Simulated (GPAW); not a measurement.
# A Ag chain with one Mg atom in line: relaxation, then transmission at several levels, part 2 of 2

How well does a Ag chain with one Mg atom in line conduct once its atoms have relaxed, and how much do cheaper levels lose?

GPAW 26.7.0; GPAW LCAO, PAW setups; relaxation of the junction within the symmetry of its start, lead ends held (the session's first sound run).

So far, transmission at the Fermi level (one spin): step 3 (double-zeta polarised basis, PBE, GPAW) 0.969; step 4 (basis szp(dzp), PBE, GPAW) 0.974; step 5 (basis sz(dzp), PBE, GPAW) 0.972; step 6 (RPBE) 0.965. Also open channels of the lead at the Fermi level (one spin): step 3 1; step 4 1.

## Step 7: The structure as built: geometry = "as built"

Level of this step: GPAW LCAO, PAW setups; Landauer transmission from Green's functions with principal layers (ASE), zero bias (GPAW).

The dzp basis with PBE on the structure as first built shows what the relaxation was worth.

run.py

```python
import json
import numpy as np
from ase import Atoms
from ase.transport.calculators import TransportCalculator
from gpaw import GPAW, FermiDirac
from gpaw.lcao.tools import get_lcao_hamiltonian
from scipy.linalg import eigh

# The junction with lead layers at both ends, along the third cell vector
device = Atoms(
    ['Ag', 'Ag', 'Ag', 'Ag', 'Ag', 'Ag', 'Ag', 'Mg', 'Ag', 'Ag', 'Ag', 'Ag', 'Ag', 'Ag', 'Ag'],
    positions=[
        [4.50000, 4.50000, 1.33000],
        [4.50000, 4.50000, 3.99000],
        [4.50000, 4.50000, 6.65000],
        [4.50000, 4.50000, 9.31000],
        [4.50000, 4.50000, 11.97000],
        [4.50000, 4.50000, 14.63000],
        [4.50000, 4.50000, 17.29000],
        [4.50000, 4.50000, 20.06420],
        [4.50000, 4.50000, 22.83840],
        [4.50000, 4.50000, 25.49840],
        [4.50000, 4.50000, 28.15840],
        [4.50000, 4.50000, 30.81840],
        [4.50000, 4.50000, 33.47840],
        [4.50000, 4.50000, 36.13840],
        [4.50000, 4.50000, 38.79840]],
    cell=[[9.0, 0.0, 0.0], [0.0, 9.0, 0.0], [0.0, 0.0, 40.1284]],
    pbc=True)

# One principal layer of the lead: the first 4 atoms of the device
lead = Atoms(
    ['Ag', 'Ag', 'Ag', 'Ag'],
    positions=[
        [4.50000, 4.50000, 1.33000],
        [4.50000, 4.50000, 3.99000],
        [4.50000, 4.50000, 6.65000],
        [4.50000, 4.50000, 9.31000]],
    cell=[[9.0, 0.0, 0.0], [0.0, 9.0, 0.0], [0.0, 0.0, 10.64]],
    pbc=True)

settings = dict(mode='lcao', basis='dzp', xc='PBE', h=0.2,
                occupations=FermiDirac(0.1), maxiter=250,
                mixer=dict(beta=0.1, nmaxold=8, weight=100.0),
                convergence=dict(density=0.0001))
energies = np.arange(-2, 2 + 1e-9, 0.025)
eta = 0.0001
n1, n2 = 1, 1
# k and -k transmit alike, so half of the mesh across the current serves
mesh = [(i, j) for i in range(n1) for j in range(n2) if (i, j) <= (-i % n1, -j % n2)]
weights = np.array([1 if (i, j) == (-i % n1, -j % n2) else 2 for i, j in mesh]) / (n1 * n2)

# [... helper functions left out ...]
fermi_lead = ground_state(lead, (1, 1, 11), 'lead.txt')
fermi_device = ground_state(device, (1, 1, 2), 'device.txt')
# [... loop over the mesh left out, but for ...]
        # Shift the lead onto the potential of the device's first layer
        shift = ((H[:, 0, 0] - H0[:, 0, 0]) / S0[0, 0]).real.mean()
# [...]
kT = 8.617333e-5 * 300
bias = [0.1, 0.2, 0.5, 1.0, 1.5, 2.0]
# [... integrals and printing left out ...]
```

Launch:

```
$ OMP_NUM_THREADS=1 OPENBLAS_NUM_THREADS=1 python run.py
```

Log:

```text
basis functions: device 397, principal layer 108
Fermi level: lead -3.7843 eV, device -3.6394 eV; lead shifted by 0.0000 eV
largest coupling past the next layer 3.56e-05 eV, largest misfit of the first layer 0.021 eV
  E-E_F (eV)   T (one spin)  channels
    -2.000    7.7905e-02    3.0000
    -1.975    8.0211e-02    3.0000
    -1.950    8.3734e-02    3.0000
[...]
1.975    8.9934e-01    1.0000
     2.000    8.9715e-01    1.0000
conductance at 300 K: 0.99168 G0 a cell; thermopower 0.1416 uV/K
current from the zero-bias T(E) at 0.1 V: 7.6834 uA
current from the zero-bias T(E) at 0.2 V: 15.366 uA
current from the zero-bias T(E) at 0.5 V: 38.395 uA
current from the zero-bias T(E) at 1.0 V: 76.678 uA
current from the zero-bias T(E) at 1.5 V: 114.79 uA
current from the zero-bias T(E) at 2.0 V: 152.37 uA
```

Elapsed: 2.7 min, on 1 thread of Arm Neoverse V1, shared host; peak memory 1.4 GiB.

This step gave:

```
conductance                                    : 0.9917 G₀
largest coupling past the next principal layer : 3.56e-5 eV
largest misfit of the first principal layer    : 0.02055 eV
shift that aligns the lead                     : 1.10e-5 eV
transmission at the Fermi level (one spin)     : 0.9918
```

The conductance, 0.992 G₀, lies 2.4 % above that of the dzp run.

## Step 8: All levels side by side

Times are for 1 thread of Arm Neoverse V1, shared host. The series side by side:

| no. | run | conductance (G₀) | time | memory (GiB) |
| --- | --- | --- | --- | --- |
| 1 | dzp | 0.9686 | 3.3 min | 1.4 |
| 2 | szp | 0.9735 | 2 min | 1.4 |
| 3 | sz | 0.9723 | 85 s | 1.3 |
| 4 | dzp RPBE | 0.9646 | 2.7 min | 1.4 |
| 5 | asbuilt | 0.9917 | 2.7 min | 1.4 |

## Step 9: Comparison

The curves are compared point by point over the common energies.

This step: comparison of transmission and cost over codes, levels and geometry (GPAW 26.7.0).

Ladder, by row:

| step | code | T at the Fermi level (sum over the listed spins) | conductance (G0) | r.m.s. T(E) from the first | wall time (s) | peak memory (GiB) | threads |
| --- | --- | --- | --- | --- | --- | --- | --- |
| dzp | GPAW | 0.9687 | 0.9686 | 0 | 197.3 | 1.44 | 1 |
| szp | GPAW | 0.9736 | 0.9735 | 0.03111 | 118.3 | 1.38 | 1 |
| sz | GPAW | 0.9725 | 0.9723 | 0.0635 | 84.64 | 1.33 | 1 |
| dzp-RPBE | GPAW | 0.9647 | 0.9646 | 0.07669 | 163.3 | 1.45 | 1 |
| asbuilt | GPAW | 0.9918 | 0.9917 | 0.0823 | 159.8 | 1.45 | 1 |

Transmission, zone mean, sum over the listed spins against energy, zero at the Fermi level:

| energy (eV) | dzp | szp | sz | dzp-RPBE | asbuilt |
| --- | --- | --- | --- | --- | --- |
| -2.000 | 0.0372 | 0.0618 | 0.128 | 0.0291 | 0.0779 |
| -1.900 | 0.0521 | 0.0849 | 0.191 | 0.0461 | 0.0971 |
| -1.800 | 0.443 | 0.420 | 0.801 | 0.585 | 0.251 |
| -1.775 | 0.757 | 0.965 | 0.964 | 0.0559 | 0.473 |
| -1.700 | 0.00771 | 0.0298 | 0.0908 | 5.9e-4 | 0.0900 |
| -1.600 | 2.6e-8 | 4.8e-4 | 0.00841 | 1.4e-8 | 1.5e-7 |
| -1.500 | 1.4e-8 | 4.0e-8 | 0.00124 | 1.4e-8 | 1.3e-8 |
| -1.400 | 1.4e-8 | 4.0e-8 | 2.3e-9 | 1.4e-8 | 1.3e-8 |
| -1.300 | 1.4e-8 | 4.1e-8 | 1.9e-12 | 1.5e-8 | 1.3e-8 |
| -1.200 | 1.5e-8 | 4.3e-8 | 2.0e-12 | 1.5e-8 | 1.3e-8 |
| -1.100 | 1.2e-6 | 4.6e-8 | 2.4e-9 | 3.0e-6 | 1.0e-5 |
| -1.000 | 0.986 | 0.990 | 0.980 | 0.989 | 0.987 |
| -0.900 | 0.994 | 0.995 | 0.994 | 0.994 | 0.995 |
| -0.875 | 0.995 | 0.995 | 0.994 | 0.994 | 0.995 |
| -0.850 | 0.995 | 0.996 | 0.994 | 0.994 | 0.996 |
| -0.825 | 0.994 | 0.996 | 0.994 | 0.994 | 0.996 |
| -0.800 | 0.994 | 0.996 | 0.994 | 0.994 | 0.996 |
| -0.700 | 0.992 | 0.995 | 0.993 | 0.991 | 0.997 |
| -0.600 | 0.988 | 0.991 | 0.989 | 0.987 | 0.997 |
| -0.500 | 0.984 | 0.987 | 0.985 | 0.982 | 0.997 |
| -0.400 | 0.980 | 0.983 | 0.982 | 0.977 | 0.996 |
| -0.300 | 0.977 | 0.981 | 0.980 | 0.974 | 0.995 |
| -0.200 | 0.975 | 0.979 | 0.978 | 0.972 | 0.995 |
| -0.100 | 0.972 | 0.977 | 0.976 | 0.969 | 0.993 |
| 0.000 | 0.969 | 0.974 | 0.972 | 0.965 | 0.992 |
| 0.100 | 0.964 | 0.969 | 0.968 | 0.959 | 0.990 |
| 0.200 | 0.958 | 0.964 | 0.962 | 0.952 | 0.987 |
| 0.300 | 0.951 | 0.958 | 0.957 | 0.945 | 0.983 |
| 0.400 | 0.945 | 0.952 | 0.951 | 0.939 | 0.980 |
| 0.500 | 0.940 | 0.947 | 0.946 | 0.933 | 0.976 |
| 0.600 | 0.936 | 0.943 | 0.942 | 0.929 | 0.972 |
| 0.700 | 0.934 | 0.940 | 0.940 | 0.926 | 0.968 |
| 0.800 | 0.932 | 0.938 | 0.938 | 0.924 | 0.964 |
| 0.900 | 0.930 | 0.936 | 0.936 | 0.922 | 0.960 |
| 1.000 | 0.929 | 0.934 | 0.935 | 0.921 | 0.956 |
| 1.100 | 0.927 | 0.932 | 0.933 | 0.919 | 0.952 |
| 1.200 | 0.925 | 0.930 | 0.931 | 0.917 | 0.948 |
| 1.300 | 0.923 | 0.927 | 0.929 | 0.915 | 0.943 |
| 1.400 | 0.920 | 0.924 | 0.927 | 0.913 | 0.938 |
| 1.500 | 0.917 | 0.921 | 0.924 | 0.909 | 0.932 |
| 1.600 | 0.913 | 0.917 | 0.920 | 0.906 | 0.927 |
| 1.700 | 0.909 | 0.912 | 0.916 | 0.902 | 0.920 |
| 1.800 | 0.905 | 0.907 | 0.911 | 0.897 | 0.913 |
| 1.900 | 0.899 | 0.901 | 0.906 | 0.892 | 0.906 |
| 2.000 | 0.893 | 0.894 | 0.899 | 0.886 | 0.897 |

## Step 10: Mixing 0.15

Mixing changes the road to self-consistency, not its end. The mixing history changes the road to self-consistency, not its end.

This step: GPAW LCAO, PAW setups; Landauer transmission from Green's functions with principal layers (ASE), zero bias (GPAW 26.7.0).

Edit run.py of step 7 so:

```diff
@@ -18,5 +18,5 @@
         [4.50000, 4.50000, 14.63000],
-        [4.50000, 4.50000, 17.29000],
+        [4.50000, 4.50000, 17.36529],
         [4.50000, 4.50000, 20.06420],
-        [4.50000, 4.50000, 22.83840],
+        [4.50000, 4.50000, 22.76311],
         [4.50000, 4.50000, 25.49840],
@@ -43,3 +43,3 @@
                 occupations=FermiDirac(0.1), maxiter=250,
-                mixer=dict(beta=0.1, nmaxold=8, weight=100.0),
+                mixer=dict(beta=0.15, nmaxold=5, weight=100.0),
                 convergence=dict(density=0.0001))
```

Log:

```text
basis functions: device 397, principal layer 108
Fermi level: lead -3.7843 eV, device -3.6371 eV; lead shifted by -0.0001 eV
largest coupling past the next layer 3.56e-05 eV, largest misfit of the first layer 0.022 eV
  E-E_F (eV)   T (one spin)  channels
    -2.000    3.7320e-02    3.0000
    -1.975    3.8807e-02    3.0000
    -1.950    4.1314e-02    3.0000
    -1.925    4.5452e-02    3.0000
    -1.900    5.2442e-02    3.0000
    -1.875    6.5092e-02    3.0000
    -1.850    9.1216e-02    3.0000
    -1.825    1.6035e-01    3.0000
    -1.800    4.5411e-01    3.0000
    -1.775    7.4145e-01    1.0000
    -1.750    1.0472e-01    1.0000
    -1.725    2.4499e-02    1.0000
    -1.700    7.6860e-03    1.0000
    -1.675    2.6792e-03    1.0000
    -1.650    9.1806e-04    1.0000
    -1.625    2.5162e-04    1.0000
[...]
1.825    9.0327e-01    1.0000
     1.850    9.0196e-01    1.0000
     1.875    9.0059e-01    1.0000
     1.900    8.9917e-01    1.0000
     1.925    8.9770e-01    1.0000
     1.950    8.9617e-01    1.0000
     1.975    8.9458e-01    1.0000
     2.000    8.9292e-01    1.0000
conductance at 300 K: 0.96854 G0 a cell; thermopower 0.3274 uV/K
current from the zero-bias T(E) at 0.1 V: 7.5038 uA
current from the zero-bias T(E) at 0.2 V: 15.005 uA
current from the zero-bias T(E) at 0.5 V: 37.475 uA
current from the zero-bias T(E) at 1.0 V: 74.791 uA
current from the zero-bias T(E) at 1.5 V: 112.07 uA
current from the zero-bias T(E) at 2.0 V: 149.02 uA
```

Run time: 2 min. Hardware: 1 thread; peak memory 1.4 GiB.

Numbers from this step:

```yaml
conductance: 0.9685 G₀
largest_misfit_of_the_first_principal_layer: 0.02162 eV
shift_that_aligns_the_lead: -6.61e-5 eV
transmission_at_the_fermi_level_one_spin: 0.9687
```

One spin. Transmission, zone mean against energy, zero at the Fermi level:

energy (eV), transmission, zone mean and a bar:
```
   -2.000      0.037 #
   -1.900      0.052 ##
   -1.800      0.454 ##############
   -1.775      0.741 ######################
   -1.700      0.008 
   -1.600      0.000 
   -1.500      0.000 
   -1.400      0.000 
   -1.300      0.000 
   -1.200      0.000 
   -1.100      0.000 
   -1.000      0.986 ##############################
   -0.900      0.994 ##############################
   -0.850      0.994 ##############################
   -0.800      0.994 ##############################
   -0.700      0.992 ##############################
   -0.600      0.988 ##############################
   -0.500      0.984 ##############################
   -0.400      0.980 ##############################
   -0.300      0.977 #############################
   -0.200      0.975 #############################
   -0.100      0.972 #############################
    0.000      0.969 #############################
    0.100      0.964 #############################
    0.200      0.958 #############################
    0.300      0.951 #############################
    0.400      0.945 #############################
    0.500      0.940 ############################
    0.600      0.936 ############################
    0.700      0.934 ############################
    0.800      0.932 ############################
    0.900      0.930 ############################
    1.000      0.929 ############################
    1.100      0.927 ############################
    1.200      0.925 ############################
    1.300      0.923 ############################
    1.400      0.920 ############################
    1.500      0.917 ############################
    1.600      0.913 ############################
    1.700      0.909 ###########################
    1.800      0.905 ###########################
    1.900      0.899 ###########################
    2.000      0.893 ###########################
```

Crossings of the lead's bands, unfolded to its shortest repeat. Open channels, zone mean against energy, zero at the Fermi level:

| energy (eV) | open channels, zone mean |
| --- | --- |
| -2.000 | 3 |
| -1.900 | 3 |
| -1.800 | 3 |
| -1.700 | 1 |
| -1.600 | 0 |
| -1.500 | 0 |
| -1.400 | 0 |
| -1.300 | 0 |
| -1.200 | 0 |
| -1.100 | 0 |
| -1.000 | 1 |
| -0.900 | 1 |
| -0.800 | 1 |
| -0.700 | 1 |
| -0.600 | 1 |
| -0.500 | 1 |
| -0.400 | 1 |
| -0.300 | 1 |
| -0.200 | 1 |
| -0.100 | 1 |
| 0.000 | 1 |
| 0.100 | 1 |
| 0.200 | 1 |
| 0.300 | 1 |
| 0.400 | 1 |
| 0.500 | 1 |
| 0.600 | 1 |
| 0.700 | 1 |
| 0.800 | 1 |
| 0.900 | 1 |
| 1.000 | 1 |
| 1.100 | 1 |
| 1.200 | 1 |
| 1.300 | 1 |
| 1.400 | 1 |
| 1.500 | 1 |
| 1.600 | 1 |
| 1.700 | 1 |
| 1.800 | 1 |
| 1.900 | 1 |
| 2.000 | 1 |

Not self-consistent under bias; the bias window is split evenly. Current through one cell, from the zero-bias transmission against bias:

| bias (V) | current through one cell, from the zero-bias transmission (μA) |
| --- | --- |
| 0.100 | 7.50 |
| 0.200 | 15.0 |
| 0.500 | 37.5 |
| 1.000 | 74.8 |
| 1.500 | 112 |
| 2.000 | 149 |

The transmission of the three most open eigenchannels by energy, zero at the Fermi level:

| energy (eV) | channel 1 | channel 2 | channel 3 |
| --- | --- | --- | --- |
| -2.000 | 0.0361 | 6.0e-4 | 6.0e-4 |
| -1.900 | 0.0519 | 2.7e-4 | 2.7e-4 |
| -1.800 | 0.454 | 4.2e-5 | 4.2e-5 |
| -1.700 | 0.00769 | 1.2e-8 | 1.1e-12 |
| -1.600 | 1.3e-8 | 1.3e-8 | 1.0e-12 |
| -1.500 | 1.4e-8 | 1.2e-12 | 0 |
| -1.400 | 1.4e-8 | 1.1e-12 | 0 |
| -1.300 | 1.4e-8 | 0 | 0 |
| -1.200 | 1.5e-8 | 0 | 0 |
| -1.100 | 1.1e-6 | 5.6e-10 | 5.5e-10 |
| -1.000 | 0.986 | 3.3e-10 | 1.1e-10 |
| -0.900 | 0.994 | 7.5e-9 | 0 |
| -0.800 | 0.994 | 9.6e-9 | 0 |
| -0.700 | 0.992 | 1.0e-8 | 1.1e-12 |
| -0.600 | 0.988 | 1.1e-8 | 1.1e-12 |
| -0.500 | 0.984 | 1.1e-8 | 1.1e-12 |
| -0.400 | 0.980 | 1.1e-8 | 1.1e-12 |
| -0.300 | 0.977 | 1.1e-8 | 1.1e-12 |
| -0.200 | 0.975 | 1.1e-8 | 1.1e-12 |
| -0.100 | 0.972 | 1.1e-8 | 1.1e-12 |
| 0.000 | 0.969 | 1.1e-8 | 1.1e-12 |
| 0.100 | 0.964 | 1.1e-8 | 1.1e-12 |
| 0.200 | 0.958 | 1.1e-8 | 1.1e-12 |
| 0.300 | 0.951 | 1.1e-8 | 1.1e-12 |
| 0.400 | 0.945 | 1.1e-8 | 1.1e-12 |
| 0.500 | 0.940 | 1.1e-8 | 1.1e-12 |
| 0.600 | 0.936 | 1.1e-8 | 1.1e-12 |
| 0.700 | 0.934 | 1.1e-8 | 1.1e-12 |
| 0.800 | 0.932 | 1.1e-8 | 1.1e-12 |
| 0.900 | 0.930 | 1.1e-8 | 1.1e-12 |
| 1.000 | 0.929 | 1.1e-8 | 1.1e-12 |
| 1.100 | 0.927 | 1.1e-8 | 1.1e-12 |
| 1.200 | 0.925 | 1.1e-8 | 1.0e-12 |
| 1.300 | 0.923 | 1.1e-8 | 1.0e-12 |
| 1.400 | 0.920 | 1.1e-8 | 1.0e-12 |
| 1.500 | 0.917 | 1.1e-8 | 1.0e-12 |
| 1.600 | 0.913 | 1.0e-8 | 1.0e-12 |
| 1.700 | 0.909 | 1.0e-8 | 1.0e-12 |
| 1.800 | 0.905 | 1.0e-8 | 1.0e-12 |
| 1.900 | 0.899 | 9.9e-9 | 0 |
| 2.000 | 0.893 | 9.7e-9 | 0 |

The conductance equals that of the dzp run to 0.2 %.

## Step 11: What came out

| Item | Value |
| --- | --- |
| conductance | 0.969 G₀ |
| transmission at the Fermi level, mean of the spins | 0.969 |
| thermopower | about 0 (under 1.5 μV/K) |
| open channels of the lead there | 1 |

In words: In the dzp basis the junction conducts 0.969 G₀ at 300 K, with T = 0.969 a spin at the Fermi level; the sz basis reaches that conductance within 10 %. Relaxation moved atoms by up to 0.075 Å and took the conductance from 0.992 to 0.969 G₀, as a ratio a larger change than the step from dzp to the minimal basis. The junction passes nearly all that the lead offers at the Fermi level. At the Fermi level one eigenchannel carries the current (0.97). Measured against the first run (dzp), the nearest curve is that of szp (r.m.s. 0.031) and the farthest that of asbuilt (0.082). Over the compared runs wall time goes from 85 s (sz) to 197 s (dzp), on a shared host. The leads kept an estimated spacing and the cell its length, so the junction may be under some tension or compression. The geometry comes from the orbital basis, which tends to overbind, and kept the symmetry of the start, so a structure of lower symmetry may lie lower. An evenly spaced straight chain is an idealisation: free chains tend to dimerise, zigzag or, where a band edge lies near the Fermi level, turn magnetic. The currents use the zero-bias T(E) throughout, which holds only while the bias is small against the distance to the nearest feature.

[Logs are printed without paths, hosts, clocks, repeated set-up lines and the standing remarks that a program may print on its own settings, such as how far it seeks lower states.]

[Hosts, paths, dates, database ids (printed as entryN), source tags and the programs' standing remarks are cut or masked in the printed files.]
